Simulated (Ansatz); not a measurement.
# How many bands does the GW gap of Sb2Se3 (Antimonselite) need?

Aim: see how the G0W0 gap of Sb2Se3 (Antimonselite) on PBE moves with empty bands and screening cutoff, and what each rung costs.

Calculated with Ansatz 0.2.0; G0W0 on PBE, plane waves, PAW.

This is a report of a sequence of runs, with most program output left out.

## 1. Set-up

It takes space group Pnma (No. 62, orthorhombic). Conventional cell: a = 11.770 Å, b = 3.962 Å, c = 11.620 Å, α = 90.00°, β = 90.00°, γ = 90.00°. Nearest to Sb lie 6 Se at 2.66 to 3.26 Å. Nearest to Sb lie 5 Se at 2.58 to 2.98 Å. Se has 5 Sb at 2.58 to 3.22 Å nearest. Nearest to Se lie 3 Sb at 2.66 to 3.26 Å. Nearest to Se lie 3 Sb at 2.66 to 2.78 Å. Farther neighbours and most contacts between anions are not listed.

The cell and positions come from the Crystallography Open Database and are kept as given unless a step says otherwise. Spin-orbit coupling is left out unless a step names it. The default PAW set here is soft_2. Its files were made with PBE.

## 2. 233 empty bands, screening to 33 eV

Now the one-shot GW correction: screening in the RPA, then the self-energy of the levels asked for.

The input, input.yaml:

```yaml
crystal:
  lattice:
    - [11.77, 0.0, 0.0]
    - [0.0, 3.962, 0.0]
    - [0.0, 0.0, 11.62]
  atoms:
    - { symbol: Sb, position: [0.0305, 0.25, 0.328] }
    - { symbol: Sb, position: [0.9695, 0.75, 0.672] }
    - { symbol: Sb, position: [0.4695, 0.75, 0.828] }
    - { symbol: Sb, position: [0.5305, 0.25, 0.172] }
    - { symbol: Sb, position: [0.1478, 0.75, 0.0397] }
    - { symbol: Sb, position: [0.8522, 0.25, 0.9603] }
    - { symbol: Sb, position: [0.3522, 0.25, 0.5397] }
    - { symbol: Sb, position: [0.6478, 0.75, 0.4603] }
    - { symbol: Se, position: [0.0534, 0.25, 0.8732] }
    - { symbol: Se, position: [0.9466, 0.75, 0.1268] }
    - { symbol: Se, position: [0.4466, 0.75, 0.3732] }
    - { symbol: Se, position: [0.5534, 0.25, 0.6268] }
    - { symbol: Se, position: [0.1302, 0.75, 0.4434] }
    - { symbol: Se, position: [0.8698, 0.25, 0.5566] }
    - { symbol: Se, position: [0.3698, 0.25, 0.9434] }
    - { symbol: Se, position: [0.6302, 0.75, 0.0566] }
    - { symbol: Se, position: [0.2132, 0.25, 0.1935] }
    - { symbol: Se, position: [0.7868, 0.75, 0.8065] }
    - { symbol: Se, position: [0.2868, 0.75, 0.6935] }
    - { symbol: Se, position: [0.7132, 0.25, 0.3065] }
kpoints:
  mp_grid: { grid: [2, 4, 2] }
hamiltonian:
  xc: pbe
scf:
  occupations: { method: fixed }
gw:
  n_empty_bands: 233
  ecut_chi: 33
  qp_bands: [v2, c2]
  qp_kpoints: band_edges
  screening: { model: contour_deformation }
```

Command:

```
> ansatz run input.yaml --threads 32 --pin off --max-ram 82944MiB --backend cuda --events-out ev --progress --plain --runs-dir out --devices 1 --max-vram 78GiB
```

Wall time 30 s (1 × NVIDIA GB200 (shared by 2 runs) with 32 threads of Arm Neoverse V2, shared host); peak memory 2.8 GiB; 65 s of CPU time.

This step gave:

| Item | Value |
| --- | --- |
| bands summed | 389 |
| RPA ε∞ on this mesh (eigenvalues) | 11.93, 18.44, 19.08 |
| plane waves in the screening matrix | 235 |
| q-points in the mesh | 16 |
| G0W0 gap on the mesh | 1.244 eV |
| k of the valence top | 0, 0, 0 |
| k of the conduction bottom | 0, 0, -0.5 |
| starting gap on the mesh | 1.029 eV |
| Z at the valence top | 0.7581 |
| Z at the conduction bottom | 0.7729 |
| least direct G0W0 gap on the computed points | 1.283 eV |

The gap on the mesh goes from 1.03 eV to 1.24 eV, a correction of +0.22 eV, though a band edge has moved to another state.

## 3. 659 empty bands, screening to 66 eV

Another rung: the empty bands reach about as high as the screening cutoff, so the two stay in balance.

input.yaml: that of step 2 with these lines changed.

```diff
@@ -33,4 +33,4 @@
 gw:
-  n_empty_bands: 233
-  ecut_chi: 33
+  n_empty_bands: 659
+  ecut_chi: 66
   qp_bands: [v2, c2]
```

Wall time 49 s (1 × NVIDIA GB200 (shared by 2 runs) with 32 threads); peak memory 4.5 GiB.

Numbers from this step:

| Quantity | Value |
| --- | --- |
| bands summed | 815 |
| RPA ε∞ on this mesh (eigenvalues) | 11.74, 17.77, 18.51 |
| plane waves in the screening matrix | 665 |
| q-points in the mesh | 16 |
| G0W0 gap on the mesh | 1.315 eV |
| k of the valence top | 0, 0, 0 |
| k of the conduction bottom | 0, 0, -0.5 |
| starting gap on the mesh | 1.029 eV |
| Z at the valence top | 0.7506 |
| Z at the conduction bottom | 0.7670 |
| least direct G0W0 gap on the computed points | 1.369 eV |

Against the run with 2×4×2 mesh, 233 empty bands, screening to 33 eV, the gap moves by +0.07 eV.

## 4. 1419 empty bands, screening to 110 eV

input.yaml: that of step 3 with these lines changed.

```diff
@@ -33,4 +33,4 @@
 gw:
-  n_empty_bands: 659
-  ecut_chi: 66
+  n_empty_bands: 1419
+  ecut_chi: 110.0
   qp_bands: [v2, c2]
```

Run time: 1.9 min. Hardware: 1 × NVIDIA GB200 (shared by 2 runs) with 32 threads; peak memory 8.8 GiB.

This step gave:

| Property | Result |
| --- | --- |
| bands summed | 1575 |
| RPA ε∞ on this mesh (eigenvalues) | 11.72, 17.69, 18.45 |
| plane waves in the screening matrix | 1449 |
| G0W0 gap on the mesh | 1.371 eV |
| k of the valence top | 0, 0, 0 |
| k of the conduction bottom | 0, 0, -0.5 |
| starting gap on the mesh | 1.029 eV |
| least direct G0W0 gap on the computed points | 1.431 eV |

Against the run with 2×4×2 mesh, 659 empty bands, screening to 66 eV, the gap moves by +0.06 eV.

## 5. Changing the frequency model: 2×4×2 mesh, 659 empty bands, screening to 66 eV, plasmon pole

A plasmon pole stands in for the full frequency dependence of the screening; this run shows what that costs in accuracy. Bands and cutoff differ from the step before, so it is read against an earlier run that matches them.

input.yaml: that of step 4 with these lines changed.

```diff
@@ -33,6 +33,6 @@
 gw:
-  n_empty_bands: 1419
-  ecut_chi: 110.0
+  n_empty_bands: 659
+  ecut_chi: 66
   qp_bands: [v2, c2]
   qp_kpoints: band_edges
-  screening: { model: contour_deformation }
+  screening: { model: godby_needs }
```

Wall time 49 s (1 × NVIDIA GB200 (shared by 2 runs) with 32 threads); peak memory 4.4 GiB; 3.9 min of CPU time.

This step gave:

```
bands summed                                 : 815
plasmon-pole fit frequency                   : 28.18 eV
RPA ε∞ on this mesh (eigenvalues)            : 11.74, 17.77, 18.51
plane waves in the screening matrix          : 665
G0W0 gap on the mesh                         : 1.285 eV
k of the valence top                         : 0, 0, 0
k of the conduction bottom                   : 0, 0, -0.5
starting gap on the mesh                     : 1.029 eV
least direct G0W0 gap on the computed points : 1.340 eV
```

Against the run with 2×4×2 mesh, 659 empty bands, screening to 66 eV, the gap moves by −0.03 eV.

## 6. Changing the files: 2×4×2 mesh, 659 empty bands, screening to 66 eV, hard PAW files

Other atomic data (hard PAW) test the pseudisation: the cutoff goes from 420 to 580 eV and the valence electrons from 312 to 360, which opens shells that were frozen.

input.yaml: that of step 5 with these lines changed.

```diff
@@ -30,2 +30,3 @@
   xc: pbe
+  pseudopotentials: { kind: paw, source: ansatz }
 scf:
@@ -37,2 +38,2 @@
   qp_kpoints: band_edges
-  screening: { model: godby_needs }
+  screening: { model: contour_deformation }
```

The job ended after 63 s (1 × NVIDIA GB200 (shared by 2 runs) with 32 threads; peak memory 6.8 GiB; 2.8 min of CPU time).

Numbers from this step:

```
bands summed                                 : 839
RPA ε∞ on this mesh (eigenvalues)            : 11.74, 17.77, 18.52
plane waves in the screening matrix          : 665
G0W0 gap on the mesh                         : 1.315 eV
k of the valence top                         : 0, 0, 0
k of the conduction bottom                   : 0, 0, -0.5
starting gap on the mesh                     : 1.029 eV
least direct G0W0 gap on the computed points : 1.368 eV
```

Against the run with 2×4×2 mesh, 659 empty bands, screening to 66 eV, the gap moves by +0.000 eV.

## 7. The runs together

Times are wall times on 1 × NVIDIA GB200 (shared by 2 runs) with 32 threads of Arm Neoverse V2, shared host, good to a factor of about two.

```tsv
mesh	files	frequency	bands summed	cutoff (eV)	start (eV)	G0W0 (eV)	time	host memory (GiB)
2×4×2	default PAW	contour deformation	389	33	1.029	1.244	30 s	2.8
2×4×2	default PAW	contour deformation	815	66	1.029	1.315	49 s	4.5
2×4×2	default PAW	contour deformation	1575	110	1.029	1.371	1.9 min	8.8
2×4×2	default PAW	plasmon pole	815	66	1.029	1.285	49 s	4.4
2×4×2	hard PAW	contour deformation	839	66	1.029	1.315	63 s	6.8
```

The parts of the quasiparticle energy at the two band edges (eV; QP = start + Σx + Σc − Vxc):

```tsv
run	edge	start	Σx	Σc	Vxc	Z	QP
389 bands	valence top	8.34	-16.02	1.31	-15.17	0.76	8.79
389 bands	conduction bottom	9.43	-10.01	-2.60	-13.21	0.77	10.04
815 bands	valence top	8.34	-16.02	0.87	-15.17	0.75	8.36
815 bands	conduction bottom	9.43	-10.01	-2.96	-13.21	0.77	9.67
1575 bands	valence top	8.34	-16.02	0.59	-15.17	0.75	8.08
1575 bands	conduction bottom	9.43	-10.01	-3.19	-13.21	0.77	9.45
```

 Where G0W0 reorders the edges (389 bands, 815 bands and 1575 bands), the two states listed lie further apart at the start than the starting gap.

## 8. Results

* 389 bands, 33 eV: 1.244 eV
* 815 bands, 66 eV: 1.315 eV
* 1575 bands, 110 eV: 1.371 eV
* estimated limit in bands and cutoff: 1.43 eV
* mesh and start: 2×4×2, PBE

A line in one over the bands through the two highest rungs gives 1.43 eV, +0.06 eV from the top rung; the pair below gives 1.38 eV, so the estimate is still climbing. The rungs stand 0.19 eV (389 bands), 0.12 eV (815 bands) and 0.06 eV (1575 bands) from it. From 389 to 1575 bands the gap moves by +0.13 eV while the time grows 3.9-fold. Σc changes by −0.72 eV at the valence top and −0.59 eV at the conduction bottom, so the levels themselves move more than the gap between them. The plasmon-pole model gives −0.03 eV against contour deformation, 10 % of the correction, and saved no time in this program. Hard PAW files move the gap by +0.00 eV at equal bands and cutoff, +0.00 eV of it in the start. The cheapest rung within 0.1 eV of this estimate is that with 1575 bands (1.9 min). The 2×4×2 mesh misses a band edge: over a band path and its finer mesh (run apart) the PBE gap is 0.97 eV, so the G0W0 gap over the zone may lie about 0.05 eV below its value on the mesh. The 2×4×2 mesh is coarse for this cell (its supercell is 16 Å along the shortest edge). The RPA ε∞ on it, from the PBE start, is 11.72, 17.69 and 18.45; such meshes misread the long-range screening, most where the gap is narrow. The many-body steps are scalar-relativistic: spin-orbit coupling is not in them.

[Paths, hosts, dates, memory and timing lines, banners, echoed tables and standing remarks are left out of the program output.]

[Logs are printed without paths, hosts, clocks, repeated set-up lines and the standing remarks that a program may print on its own settings, such as how far it seeks lower states.]

[Runs of the session that timed out or met a known fault of the program may be left out.]

[Cells called generated may have been cut or substituted from an entry of the Crystallography Open Database or the Materials Project.]

[Hosts, paths, dates, database ids (printed as entryN), source tags and the programs' standing remarks are cut or masked in the printed files.]
